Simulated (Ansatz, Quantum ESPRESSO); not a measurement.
# SrTiO3 (cubic perovskite): bulk modulus from a few volumes

How stiff is cubic perovskite SrTiO3 under hydrostatic load? Each row scales the relaxed cell evenly and relaxes the atoms. The symmetry of the cell is held, so distortions that would lower it, which this phase may prefer, aren't tested. The phase is followed to these pressures whether or not it stays the stable one.

Calculated with Ansatz 0.2.0, r2SCAN, PAW files of the set soft_1, cutoff 600 eV, Fermi–Dirac smearing 0.02 eV, k-mesh 7×7×7, no spin polarisation, no spin-orbit coupling.

Reference cell, relaxed at zero pressure with r2SCAN (Pm-3m): a = 3.9076 Å, b = 3.9076 Å, c = 3.9076 Å, α = 90.00°, β = 90.00°, γ = 90.00°.

```
atom       x       y       z
  Sr  0.0000  0.0000  0.0000
  Ti  0.5000  0.5000  0.5000
   O  0.5000  0.5000  0.0000
   O  0.5000  0.0000  0.5000
   O  0.0000  0.5000  0.5000
```

| V (Å³/atom) | V/V0 | P (GPa) | E − E0 (meV/atom) |
| --- | --- | --- | --- |
| 11.2169 | 0.9400 | 13.385 | 28.3 |
| 11.4555 | 0.9600 | 8.437 | 12.1 |
| 11.6942 | 0.9800 | 3.993 | 2.9 |
| 12.4102 | 1.0400 | −6.806 | 10.5 |
| 12.6488 | 1.0600 | −9.700 | 22.8 |

V0 = 11.9329 Å³ an atom, where the residual pressure P0 is +0.001 GPa. **Question.** Fit the Birch–Murnaghan law and give the pressure and the energy at V = 12.1715 Å³ an atom, a row left out above.

With the Eulerian strain f = ½[(V0/V)^(2/3) − 1] and F = (P − P0)/[3f(1 + 2f)^(5/2)], the third-order law is the line F = B0 + (3/2) B0 (B′ − 4) f.

```csv
f,F (GPa)
0.02106,191.11
0.01380,190.41
0.00678,189.74
−0.01290,187.72
−0.01905,187.07
```

A straight line through the 5 rows: the means are 0.001938 for f and 189.21 for F, Σ(Δx)² = 0.00119 and ΣΔxΔy = 0.1202, so the slope is 0.1202/0.00119 = 100.93 and the intercept 189.21 − (100.93)(0.001938) = 189.01.

Hence B0 = 189.0 GPa and B′ = 4 + (100.9)/(1.5 × 189.0) = 4.36. For the withheld volume f = −0.00656, F = 188.35 GPa and P = −3.58 GPa. The run itself gives −3.58 GPa, so the estimate misses by 0.00 GPa, a rounding's worth.

Integrating the same law gives E − E0 = (9/2) B0 V0 f²[1 + (B′ − 4) f] + P0(V0 − V), with 1 GPa Å³ = 6.2415 meV: 2.7 meV an atom. The run itself gives 2.7 meV, so the estimate misses by 0.0 meV, a rounding's worth.

The same fit over all rows at other levels or in other programs gives B0 = 186 GPa with PBEsol (Ansatz), 187 GPa with PBEsol (Quantum ESPRESSO, GBRV) and 186 GPa with PBEsol (Quantum ESPRESSO, PseudoDojo).

Measured volume: 11.912 Å³ an atom (doi:10.1007/s002690000103), so V0 is +0.2 % off. A stiffness follows the volume as d ln B/d ln V = −B′, which moves B0 by about +1 % when it is taken at the measured volume.

Measured bulk modulus: 177 GPa (arxiv:2303.03473), against 189 GPa here (+7 %).

The calculation is for a static lattice, while measurements hold thermal and zero-point motion.

[Logs are printed without paths, hosts, clocks, repeated set-up lines and the standing remarks that a program may print on its own settings, such as how far it seeks lower states.]
